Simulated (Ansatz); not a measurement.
## TePb (Fm-3m): zone-centre modes against carrier density

Aim: how far do free carriers move the optical modes of TePb (Fm-3m)?

Calculated with Ansatz 0.2.0; DFT LDA, scalar-relativistic, plane waves, PAW; PAW set soft_1.

## 1. Set-up

Symmetry: Fm-3m, No. 225, cubic system. Conventional cell: a = 6.462 Å, b = 6.462 Å, c = 6.462 Å, α = 90.00°, β = 90.00°, γ = 90.00°. Nearest to Te lie 6 Pb at 3.23 Å. Pb has 6 Te at 3.23 Å nearest. Farther neighbours and most contacts between anions are not listed.

## 2. Bringing the structure to rest

Harmonic phonons are second derivatives at a point where the forces vanish, and they are wanted at zero stress, so atoms and cell are relaxed first.

input.yaml

```yaml
crystal:
  lattice:
    - [0.0, 3.231, 3.231]
    - [3.231, 0.0, 3.231]
    - [3.231, 3.231, 0.0]
  atoms:
    - { symbol: Te, position: [0.5, 0.5, 0.5] }
    - { symbol: Pb, position: [0.0, 0.0, 0.0] }
kpoints:
  mp_grid: { grid: [8, 8, 8] }
hamiltonian:
  xc: lda
  pseudopotentials: { kind: paw, azcp: { folder: soft_1 }, xc_functional: pbe }
scf:
  occupations: { method: gaussian, width: 0.02 }
output:
  forces: true
  stress: true
  eigenvalues: true
relax:
  adjacent_minimum: "off"
  f_tol: 0.005
  max_steps: 80
  cell: { stress_tol: 0.05 }
```

Command:

```console
$ ansatz run input.yaml --threads 8 --pin off --max-ram 16384MiB --backend cpu --events-out ev --progress --plain --runs-dir out
```

Numbers of over 12 decimals in the logs are rounded to 6 here.

Output:

```text
Engine: ansatz 0.2.0, x86_64-unknown-linux-gnu
Pseudopotentials: kind: paw
Pseudopotential: Te, paw, valence charge 16, recommended cutoff 420 eV (normal), soft_1/Te.paw.azcp
Pseudopotential: Pb, paw, valence charge 14, recommended cutoff 420 eV (normal), soft_1/Pb.paw.azcp
Functional definition: SPW92
  exchange = slater_x
  correlation = pw_c
Crystal: 2 atoms, lattice volume = 67.459 Å³
Basis set: ecut = 420 eV, 1363 PW (Γ)
Bands: 19, of which v1, the nominal top of the filled ones, is band 15 counted from 1 (14 counted from 0)
Symmetry: 48 space group operations
Space group: Fm-3m (ITA 225), of the structure as read, at distance tolerance 4.1e-5 Å
k-points: 29 of 512
Non-local potential: Te, projectors of the file, l = 0: 2, l = 1: 2, l = 2: 2, l = 3: 1
Non-local potential: Pb, projectors of the file, l = 0: 2, l = 1: 2, l = 2: 2, l = 3: 1
PAW form: soft (Blöchl's): semilocal exchange-correlation on the pseudo side does not see the compensation charge
PAW frozen core: Te, regenerated for the run's functional, and the local potential with it (the file was generated under x = pbe(κ = 0.804, μ = 0.219515), c = pbe(β = 0.066725))
PAW frozen core: Pb, regenerated for the run's functional, and the local potential with it (the file was generated under x = pbe(κ = 0.804, μ = 0.219515), c = pbe(β = 0.066725))
PAW one-centre angular grid: Te, 590 points (default); XC on 64 Gauss nodes
PAW one-centre angular grid: Pb, 590 points (default); XC on 64 Gauss nodes
Initial density: superposition of atomic densities (chi_scale 0.1, normalization cell, long waves kept (reshape's long-wave potential 0.00 eV rms))
Initial wavefunctions: pseudopotential atomic-orbital guess
Functional: x = slater, c = lda
SCF iter   1: F=—  HF=-18432.541406 eV  |F-HF|=—  |Δ(HF+E_count)|=         —  Δρ=2.57e-2  dr2=1.25e0  ethr=3.10e-3  ⟨swp⟩=7.8  Hψ=3215  notcnv=0
preconditioner: auto → none  [insulator: Δε(μ)=0.960 eV  Ē_g=14.171 eV  σ=0.020 eV  W_gap=1.00  n_scr=14 (ndim 8)  ℏωp=20.2 eV  f_vac=0.000  D(μ)=0.00/eV (n_scr^D=0)  ε∞_Penn≈3.0]
SCF iter   2: F=—  HF=-18432.162859 eV  |F-HF|=—  |Δ(HF+E_count)|=   3.79e-1  Δρ=9.22e-3  dr2=1.13e-1  ethr=3.10e-3  ⟨swp⟩=4.0  Hψ=1306  notcnv=0
SCF iter   3: F=—  HF=-18432.119225 eV  |F-HF|=—  |Δ(HF+E_count)|=   4.36e-2  Δρ=2.95e-3  dr2=5.10e-3  ethr=3.78e-4  ⟨swp⟩=3.2  Hψ=1362  notcnv=0
SCF iter   4: F=—  HF=-18432.117808 eV  |F-HF|=—  |Δ(HF+E_count)|=   1.42e-3  Δρ=6.10e-4  dr2=2.28e-4  ethr=1.70e-5  ⟨swp⟩=2.9  Hψ=1070  notcnv=0
SCF iter   5: F=—  HF=-18432.117763 eV  |F-HF|=—  |Δ(HF+E_count)|=   4.53e-5  Δρ=6.39e-5  dr2=2.34e-6  ethr=7.60e-7  ⟨swp⟩=2.1  Hψ=715  notcnv=0
SCF iter   6: F=—  HF=-18432.117764 eV  |F-HF|=—  |Δ(HF+E_count)|=   1.26e-6  Δρ=1.51e-5  dr2=5.73e-8  ethr=3.33e-10  ⟨swp⟩=8.7  Hψ=3281  notcnv=0
SCF iter   7: F=-18432.117764 eV  HF=-18432.117764 eV  |F-HF|=4.27e-9  |Δ(HF+E_count)|=   4.18e-8  Δρ=3.01e-6  dr2=6.61e-9  ethr=1.91e-10  ⟨swp⟩=2.9  Hψ=1913  notcnv=0
SCF 1 converged in 7 iterations: F = -18432.117764 eV  dr2 = 6.61e-9
  greatest PAW one-centre occupation: 0.999 electrons in one spin orbital (limit 2), on the Te atom at site 0 (counted from 0), in its partial waves of l = 2
relax step   1: F+E_penalty+E_count = -18432.11776387 eV  Δ(F+E_penalty+E_count) = +0.000e0 eV  max|allowed force component| = 1.453e-29 eV/Å  Δτ_max = 0.0000 Å  P = -1.700 GPa  Ω = 67.459 Å³  (7 SCF iters, dr2 threshold 1.00e-7 eV, accepted)
Crystal: 2 atoms, lattice volume = 64.089 Å³
Basis set: ecut = 420 eV, 1243 PW (Γ)
Initial density: handed on by an earlier stage of this run
Initial wavefunctions: those handed on with the density
iter 1 solved again at ethr=2.34e-6 eV; its pass at ethr=3.10e-3 eV (dr2=7.02e-4 eV) is discarded
SCF iter   1: F=—  HF=-18432.130580 eV  |F-HF|=—  |Δ(HF+E_count)|=         —  Δρ=9.24e-4  dr2=6.57e-4  ethr=2.34e-6  ⟨swp⟩=3.0  Hψ=4363  notcnv=0
preconditioner: auto → none  [insulator: Δε(μ)=0.549 eV  Ē_g=14.804 eV  σ=0.020 eV  W_gap=1.00  n_scr=14 (ndim 8)  ℏωp=20.7 eV  f_vac=0.005  D(μ)=0.00/eV (n_scr^D=0)  ε∞_Penn≈3.0]
SCF iter   2: F=—  HF=-18432.130481 eV  |F-HF|=—  |Δ(HF+E_count)|=   9.85e-5  Δρ=4.12e-4  dr2=1.30e-4  ethr=2.19e-6  ⟨swp⟩=1.0  Hψ=551  notcnv=0
SCF iter   3: F=—  HF=-18432.130473 eV  |F-HF|=—  |Δ(HF+E_count)|=   8.04e-6  Δρ=4.34e-5  dr2=6.91e-7  ethr=4.35e-7  ⟨swp⟩=2.0  Hψ=625  notcnv=0
iter 4 did not close the SCF: its close was put off for the readings that it lacked (scf_convergence_deferred on its scf_iter line)
SCF iter   4: F=-18432.130473 eV  HF=-18432.130473 eV  |F-HF|=7.75e-9  |Δ(HF+E_count)|=   8.46e-8  Δρ=1.60e-5  dr2=7.11e-8  ethr=2.30e-9  ⟨swp⟩=2.8  Hψ=1083  notcnv=0
iter 5 did not close the SCF: its close was put off for the readings that it lacked (scf_convergence_deferred on its scf_iter line)
SCF iter   5: F=-18432.130473 eV  HF=-18432.130473 eV  |F-HF|=1.58e-9  |Δ(HF+E_count)|=   4.33e-9  Δρ=1.67e-6  dr2=1.58e-9  ethr=2.37e-10  ⟨swp⟩=2.0  Hψ=774  notcnv=0
SCF iter   6: F=-18432.130473 eV  HF=-18432.130473 eV  |F-HF|=2.55e-11  |Δ(HF+E_count)|=  6.69e-10  Δρ=2.60e-7  dr2=3.97e-11  ethr=5.27e-12  ⟨swp⟩=2.7  Hψ=2083  notcnv=0
SCF 2 converged in 6 iterations: F = -18432.130473 eV  dr2 = 3.97e-11
relax step   2: F+E_penalty+E_count = -18432.13047339 eV  Δ(F+E_penalty+E_count) = -1.271e-2 eV  max|allowed force component| = 1.164e-29 eV/Å  Δτ_max = 0.0000 Å  P = +0.674 GPa  Ω = 64.089 Å³  energy of the carried Pulay correction = +7.215e-4 eV  (6 SCF iters, dr2 threshold 2.00e-7 eV, accepted)
Crystal: 2 atoms, lattice volume = 65.012 Å³
iter 1 solved again at ethr=3.66e-7 eV; its pass at ethr=3.10e-3 eV (dr2=1.10e-4 eV) is discarded
SCF iter   1: F=—  HF=-18432.132060 eV  |F-HF|=—  |Δ(HF+E_count)|=         —  Δρ=2.63e-4  dr2=5.44e-5  ethr=3.66e-7  ⟨swp⟩=2.8  Hψ=3954  notcnv=0
preconditioner: auto → none  [insulator: Δε(μ)=0.578 eV  Ē_g=14.754 eV  σ=0.020 eV  W_gap=1.00  n_scr=14 (ndim 8)  ℏωp=20.6 eV  f_vac=0.009  D(μ)=0.00/eV (n_scr^D=0)  ε∞_Penn≈2.9]
SCF iter   2: F=—  HF=-18432.132053 eV  |F-HF|=—  |Δ(HF+E_count)|=   6.96e-6  Δρ=1.21e-4  dr2=1.13e-5  ethr=1.81e-7  ⟨swp⟩=1.0  Hψ=551  notcnv=0
iter 3 did not close the SCF: its close was put off for the readings that it lacked (scf_convergence_deferred on its scf_iter line)
SCF iter   3: F=-18432.132053 eV  HF=-18432.132053 eV  |F-HF|=7.78e-9  |Δ(HF+E_count)|=   4.35e-7  Δρ=1.30e-5  dr2=4.08e-8  ethr=3.77e-8  ⟨swp⟩=2.0  Hψ=656  notcnv=0
iter 4 did not close the SCF: its close was put off for the readings that it lacked (scf_convergence_deferred on its scf_iter line)
SCF iter   4: F=-18432.132053 eV  HF=-18432.132053 eV  |F-HF|=4.78e-9  |Δ(HF+E_count)|=   5.94e-8  Δρ=4.77e-6  dr2=8.43e-9  ethr=1.36e-10  ⟨swp⟩=2.2  Hψ=876  notcnv=0
iter 5 did not close the SCF: its close was put off for the readings that it lacked (scf_convergence_deferred on its scf_iter line)
SCF iter   5: F=-18432.132053 eV  HF=-18432.132053 eV  |F-HF|=8.69e-10  |Δ(HF+E_count)|=   1.61e-9  Δρ=1.42e-6  dr2=9.08e-10  ethr=2.81e-11  ⟨swp⟩=2.0  Hψ=827  notcnv=0
SCF iter   6: F=-18432.132053 eV  HF=-18432.132053 eV  |F-HF|=2.18e-11  |Δ(HF+E_count)|=  4.44e-10  Δρ=2.34e-7  dr2=2.66e-11  ethr=3.03e-12  ⟨swp⟩=2.3  Hψ=1760  notcnv=0
SCF 3 converged in 6 iterations: F = -18432.132053 eV  dr2 = 2.66e-11
relax step   3: F+E_penalty+E_count = -18432.13205305 eV  Δ(F+E_penalty+E_count) = -1.580e-3 eV  max|allowed force component| = 6.968e-30 eV/Å  Δτ_max = 0.0000 Å  P = -0.045 GPa  Ω = 65.012 Å³  energy of the carried Pulay correction = +5.179e-4 eV  (6 SCF iters, dr2 threshold 2.00e-7 eV, accepted)
Initial wavefunctions: pseudopotential atomic-orbital guess (no wavefunctions were taken with the density)
iter 1 solved again at ethr=2.25e-7 eV; its pass at ethr=3.10e-3 eV (dr2=6.75e-5 eV) is discarded
SCF iter   1: F=—  HF=-18432.131547 eV  |F-HF|=—  |Δ(HF+E_count)|=         —  Δρ=5.30e-5  dr2=3.26e-7  ethr=2.25e-7  ⟨swp⟩=3.3  Hψ=4874  notcnv=0
preconditioner: auto → none  [insulator: Δε(μ)=0.578 eV  Ē_g=14.755 eV  σ=0.020 eV  W_gap=1.00  n_scr=14 (ndim 8)  ℏωp=20.6 eV  f_vac=0.009  D(μ)=0.00/eV (n_scr^D=0)  ε∞_Penn≈2.9]
SCF iter   2: F=—  HF=-18432.131545 eV  |F-HF|=—  |Δ(HF+E_count)|=   2.09e-6  Δρ=2.43e-5  dr2=5.73e-8  ethr=1.09e-9  ⟨swp⟩=2.3  Hψ=975  notcnv=0
SCF iter   3: F=—  HF=-18432.131545 eV  |F-HF|=—  |Δ(HF+E_count)|=   1.71e-8  Δρ=4.63e-6  dr2=2.08e-9  ethr=1.91e-10  ⟨swp⟩=2.0  Hψ=986  notcnv=0
SCF iter   4: F=—  HF=-18432.131545 eV  |F-HF|=—  |Δ(HF+E_count)|=   1.01e-9  Δρ=5.02e-7  dr2=5.61e-11  ethr=6.92e-12  ⟨swp⟩=2.0  Hψ=778  notcnv=0
iter 5 did not close the SCF: its close was put off for the readings that it lacked (scf_convergence_deferred on its scf_iter line)
SCF iter   5: F=-18432.131545 eV  HF=-18432.131545 eV  |F-HF|=3.64e-12  |Δ(HF+E_count)|=  1.82e-11  Δρ=8.06e-8  dr2=1.50e-12  ethr=1.00e-12  ⟨swp⟩=1.0  Hψ=551  notcnv=0
SCF iter   6: F=-18432.131545 eV  HF=-18432.131545 eV  |F-HF|=0.00e0  |Δ(HF+E_count)|=    0.00e0  Δρ=6.72e-9  dr2=1.11e-14  ethr=1.00e-12  ⟨swp⟩=5.1  Hψ=2542  notcnv=0
SCF 4 converged in 6 iterations: F = -18432.131545 eV  dr2 = 1.11e-14
relax step   4: F+E_penalty+E_count = -18432.13154490 eV  Δ(F+E_penalty+E_count) = +5.082e-4 eV  max|allowed force component| = 9.105e-30 eV/Å  Δτ_max = 0.0000 Å  P = -0.048 GPa  Ω = 65.012 Å³  stress off target by 4.79e-2 GPa  SCF on the basis re-selected at this cell (its energy is not comparable with the rows above)  (6 SCF iters)
basis re-selected at this cell: Δ(F+E_penalty+E_count) = +5.082e-4 eV, ΔP = -0.003 GPa vs the last step (what re-selecting the basis moved, of the pressure what is left beyond the Pulay correction that the steps carried, after the strain that the cell walked since its last selection, with what the two solves' SCF thresholds leave and, on support functions, any second-order correction that the steps lacked; it is no m [...]
SCF converged after 6 iterations
Free energy (F): -18432.131545 eV
Harris-Foulkes:  -18432.131545 eV  (|F-HF|=0.00e0)
Internal energy: -18432.131545 eV  (E = F + TS)
E sigma→0 (E₀):  -18432.131545 eV
Fermi energy:    9.320521 eV
--- Per-component energies (eV) ---
  E_band       = -308.072308
  E_kinetic    = 467.049147
  E_local      = -2671.319473  (includes V_loc(G=0)·N_el)
  E_nonlocal   = 381.256050
  E_hartree    = 1213.259586
  E_xc         = -327.274363
  E_vxc        = -242.489055  (∫ρ·V_xc dr)
  E_paw        = -14607.421443  (= ΣΔE_a)
  E_vpaw       = -669.088213  (= ΣTr[D̂ρ^β])
  E_aug_tail   = 0.000065  (compensation charges beyond the density's cutoff)
  E_ewald      = -2888.282133
  E_core_change = 0.601018  (= ΣΔE_core)
  E_smearing   = -0.000000  (= −TS)
  E_closure    = 0.000000  (closes the sum)
  Σ components = -18432.131545   (vs F -18432.131545, Δ=0.00e0)
--- Forces (eV/Å), atoms counted from 1 ---
  atom   1  Te     0.00000000    -0.00000000    -0.00000000
  atom   2  Pb    -0.00000000     0.00000000     0.00000000
  max |Σ_I F_I| component: 1.76e-29 eV/Å
--- Stress (GPa, compression-positive) ---
       -0.047878      -0.000000      -0.000000
       -0.000000      -0.047878      -0.000000
       -0.000000      -0.000000      -0.047878
  P = ⅓ Tr σ = -0.0479 GPa (-0.479 kbar)
--- Band table (eV; the first three rows and the last of 29) ---
  k-point 0: bands = [... 11 lower, 3.3865, 7.5677, 7.5677, 7.5677, 13.0793, 13.0793, 13.0793, 14.8097]
  k-point 1: bands = [... 11 lower, 2.9101, 7.6108, 7.6108, 7.8388, 12.2773, 12.4677, 12.4677, 14.5938]
  k-point 2: bands = [... 11 lower, 1.8584, 7.7450, 7.7450, 8.3220, 11.0661, 11.4064, 11.4064, 14.9046]
  k-point 28: bands = [... 11 lower, 0.8205, 4.9952, 4.9952, 8.6435, 10.5989, 14.2364, 14.2364, 15.9309]
--- Relaxed structure (3 steps of the walk, 3 accepted, 1 SCFs on fresh bases) ---
  F+E_penalty+E_count = -18432.13154490 eV   max|allowed force component| = 9.105e-30 eV/Å   (the final SCF, on the basis selected at the relaxed cell)
  cell:  # Å, volume = 65.0115 Å³
    - [0, 3.191441, 3.191441]
    - [3.191441, 0, 3.191441]
    - [3.191441, 3.191441, 0]
  atoms:
    - { symbol: Te, position: [0.5, 0.5, 0.5] }
    - { symbol: Pb, position: [0, 0, 0] }
```

Wall time 3.8 s (8 threads of Intel Xeon at 2.70GHz, shared host); peak memory 0.43 GiB; 13 s of CPU time.

Relaxation path:

| step | energy less that of the first step (eV) | largest force component (eV/Å) | pressure (GPa) | volume (Å³) |
| --- | --- | --- | --- | --- |
| 1 | 0.0000 | 0.0000 | -1.70 | 67.46 |
| 2 | -0.0127 | 0.0000 | 0.67 | 64.09 |
| 3 | -0.0143 | 0.0000 | -0.05 | 65.01 |
| 4* | -0.0138 | 0.0000 | -0.05 | 65.01 |

Relaxation steps marked * repeat the geometry before them on a plane-wave basis chosen anew for their cell, so energy and pressure can jump there.

Forces are held to the 48 operations that the run works with; a distortion that breaks them can't arise in this run.

| conventional cell, symmetrised | before | after | change |
| --- | --- | --- | --- |
| a (Å) | 6.462 | 6.383 | -1.2 % |
| b (Å) | 6.462 | 6.383 | -1.2 % |
| c (Å) | 6.462 | 6.383 | -1.2 % |
| volume (Å³/atom) | 33.73 | 32.51 | -3.6 % |

Final coordinates:

```cif
data_structure
_symmetry_space_group_name_H-M 'P 1'
_symmetry_Int_Tables_number 1
_cell_length_a 4.5134
_cell_length_b 4.5134
_cell_length_c 4.5134
_cell_angle_alpha 60.000
_cell_angle_beta 60.000
_cell_angle_gamma 60.000
_cell_volume 65.01
loop_
_atom_site_label
_atom_site_type_symbol
_atom_site_fract_x
_atom_site_fract_y
_atom_site_fract_z
_atom_site_occupancy
Te1 Te 0.50000 0.50000 0.50000 1
Pb2 Pb 0.00000 0.00000 0.00000 1
```

Numbers from this step:

```yaml
pressure: -0.04788 GPa
gap_on_the_k_mesh: 0.5784 eV
volume_per_atom: 32.51 Å³
```

In this step the volume went from 33.73 to 32.51 Å³/atom.

## 3. Bringing the structure to rest

The relaxation is repeated from its end, on the mesh and smearing that suit the cell and gap now reached.

input.yaml, the sections that differ from step 2:

```yaml
crystal:
  lattice:
    - [0.0, 3.1914409314, 3.1914409314]
    - [3.1914409314, 0.0, 3.1914409314]
    - [3.1914409314, 3.1914409314, 0.0]
  atoms:
    - { symbol: Te, position: [0.5, 0.5, 0.5] }
    - { symbol: Pb, position: [0.0, 0.0, 0.0] }
kpoints:
  mp_grid: { grid: [10, 10, 10] }
# hamiltonian, scf, output, relax: as in step 2
```

Output:

```text
[...]
Crystal: 2 atoms, lattice volume = 65.012 Å³
Basis set: ecut = 420 eV, 1243 PW (Γ)
Bands: 19, of which v1, the nominal top of the filled ones, is band 15 counted from 1 (14 counted from 0)
Symmetry: 48 space group operations
[...]
k-points: 47 of 1000
[...]
k-point 46: bands = [... 11 lower, 0.9086, 4.7593, 5.2886, 8.2142, 11.1645, 13.6770, 14.8035, 15.4389]
--- Relaxed structure (2 steps of the walk, 2 accepted, 1 SCFs on fresh bases) ---
[...]
cell:  # Å, volume = 64.8989 Å³
    - [0, 3.189597, 3.189597]
    - [3.189597, 0, 3.189597]
    - [3.189597, 3.189597, 0]
  atoms:
    - { symbol: Te, position: [0.5, 0.5, 0.5] }
    - { symbol: Pb, position: [0, 0, 0] }
[key lines of the parts left out:]
SCF converged after 7 iterations
Free energy (F): -18432.131847 eV
Fermi energy:    9.348023 eV
P = ⅓ Tr σ = 0.0259 GPa (0.259 kbar)
```

The job ended after 3 s (8 threads; peak memory 0.45 GiB).

Little changed from the start: no atom moved by 0.005 Å and no cell edge by 0.1 %.

This step gave:

```
pressure          : 0.02589 GPa
gap on the k-mesh : 0.5748 eV
volume per atom   : 32.45 Å³
```

In this step the volume went from 32.51 to 32.45 Å³/atom.

## 4. Tight relaxation

Phonons need small forces and stress, so the relaxation is finished with tight tolerances on 12×12×12 k points.

input.yaml, the sections that differ from step 3:

```yaml
crystal:
  lattice:
    - [0.0, 3.1895969088, 3.1895969088]
    - [3.1895969088, 0.0, 3.1895969088]
    - [3.1895969088, 3.1895969088, 0.0]
  atoms:
    - { symbol: Te, position: [0.5, 0.5, 0.5] }
    - { symbol: Pb, position: [0.0, 0.0, 0.0] }
kpoints:
  mp_grid: { grid: [12, 12, 12] }
scf:
  occupations: { method: fixed }
relax:
  adjacent_minimum: "off"
  f_tol: 0.001
  max_steps: 60
  cell: { stress_tol: 0.01 }
# hamiltonian, output: as in step 3
```

Output:

```text
[...]
Crystal: 2 atoms, lattice volume = 64.899 Å³
Basis set: ecut = 420 eV, 1243 PW (Γ)
Bands: 19, of which v1, the nominal top of the filled ones, is band 15 counted from 1 (14 counted from 0)
Symmetry: 48 space group operations
[...]
k-points: 72 of 1728
[...]
k-point 71: bands = [... 11 lower, 0.8369, 5.0067, 5.0067, 8.6620, 10.6186, 14.2566, 14.2566, 15.9552]
--- Relaxed structure (3 steps of the walk, 3 accepted, 1 SCFs on fresh bases) ---
[...]
cell:  # Å, volume = 64.9312 Å³
    - [0, 3.190126, 3.190126]
    - [3.190126, 0, 3.190126]
    - [3.190126, 3.190126, 0]
  atoms:
    - { symbol: Te, position: [0.500000, 0.500000, 0.500000] }
    - { symbol: Pb, position: [0, 0, 0] }
[key lines of the parts left out:]
SCF converged after 5 iterations
Free energy (F): -18432.131833 eV
Fermi energy:    9.052232 eV
P = ⅓ Tr σ = 0.0001 GPa (0.001 kbar)
```

The job ended after 4.7 s (8 threads; peak memory 0.48 GiB; 27 s of CPU time).

Little changed from the start: no atom moved by 0.005 Å and no cell edge by 0.1 %.

This step gave:

```yaml
pressure: 5.22e-5 GPa
gap_on_the_k_mesh: 0.5759 eV
volume_per_atom: 32.47 Å³
```

The forces vanish by symmetry and the pressure is 0.000 GPa, within the tolerances set. The cell now holds 32.47 Å³/atom.

## 5. Ground state of a member: no carriers

The cell of the neutral crystal is kept with no carriers. The bands are sampled on 30×30×30 points with Fermi-Dirac filling of 0.03 eV.

input.yaml, the sections that differ from step 4:

```yaml
crystal:
  lattice:
    - [0.0, 3.1901259334, 3.1901259334]
    - [3.1901259334, 0.0, 3.1901259334]
    - [3.1901259334, 3.1901259334, 0.0]
  atoms:
    - { symbol: Te, position: [0.5, 0.5, 0.5] }
    - { symbol: Pb, position: [0.0, 0.0, 0.0] }
kpoints:
  mp_grid: { grid: [30, 30, 30] }
scf:
  occupations: { method: fermi_dirac, width: 0.03 }
# hamiltonian, output: as in step 4
# relax: removed
```

Output:

```text
[...]
Crystal: 2 atoms, lattice volume = 64.931 Å³
Basis set: ecut = 420 eV, 1243 PW (Γ)
Bands: 19, of which v1, the nominal top of the filled ones, is band 15 counted from 1 (14 counted from 0)
Symmetry: 48 space group operations
[...]
k-points: 752 of 27000
[...]
SCF iter   1: F=—  HF=-18432.522373 eV  |F-HF|=—  |Δ(HF+E_count)|=         —  Δρ=2.55e-2  dr2=1.14e0  ethr=3.10e-3  ⟨swp⟩=8.0  Hψ=85396  notcnv=0
[...]
SCF iter   7: F=-18432.131795 eV  HF=-18432.131795 eV  |F-HF|=5.42e-9  |Δ(HF+E_count)|=   5.38e-8  Δρ=3.27e-6  dr2=7.82e-9  ethr=2.23e-10  ⟨swp⟩=2.9  Hψ=51788  notcnv=0
SCF 1 converged in 7 iterations: F = -18432.131795 eV  dr2 = 7.82e-9
[...]
SCF converged after 7 iterations
Free energy (F): -18432.131795 eV
[...]
Internal energy: -18432.131795 eV  (E = F + TS)
E sigma→0 (E₀):  -18432.131795 eV
Entropy (-TS):   -0.000000 eV (-0.000 meV/atom)
Fermi energy:    9.341767 eV
[...]
--- Stress (GPa, compression-positive) ---
       -0.000673       0.000000       0.000000
       -0.000000      -0.000673       0.000000
        0.000000       0.000000      -0.000673
  P = ⅓ Tr σ = -0.0007 GPa (-0.007 kbar)
--- Band table (eV; the first three rows and the last of 752) ---
  k-point 0: bands = [... 11 lower, 3.4106, 7.5833, 7.5833, 7.5833, 13.1015, 13.1015, 13.1015, 14.8275]
  k-point 1: bands = [... 11 lower, 3.3732, 7.5863, 7.5863, 7.6060, 13.0254, 13.0481, 13.0481, 14.7917]
  k-point 2: bands = [... 11 lower, 3.2645, 7.5954, 7.5954, 7.6705, 12.8213, 12.8994, 12.8994, 14.7142]
  k-point 751: bands = [... 11 lower, 0.8443, 4.9190, 5.0973, 8.5992, 10.6907, 14.0636, 14.4440, 15.7619]
```

Wall time 8.6 s (8 threads); peak memory 0.98 GiB; 57 s of CPU time.

Reading the cycles: dr2 is the Hartree energy of the density residual (eV), the measure of convergence; HF is the Harris–Foulkes estimate of the energy, which meets the free energy F at convergence.

The forces vanish by symmetry.

(Continued in part 2 of 2.)

[Logs are printed without paths, hosts, clocks, repeated set-up lines and the standing remarks that a program may print on its own settings, such as how far it seeks lower states.]

[Hosts, paths, dates, database ids (printed as entryN), source tags and the programs' standing remarks are cut or masked in the printed files.]
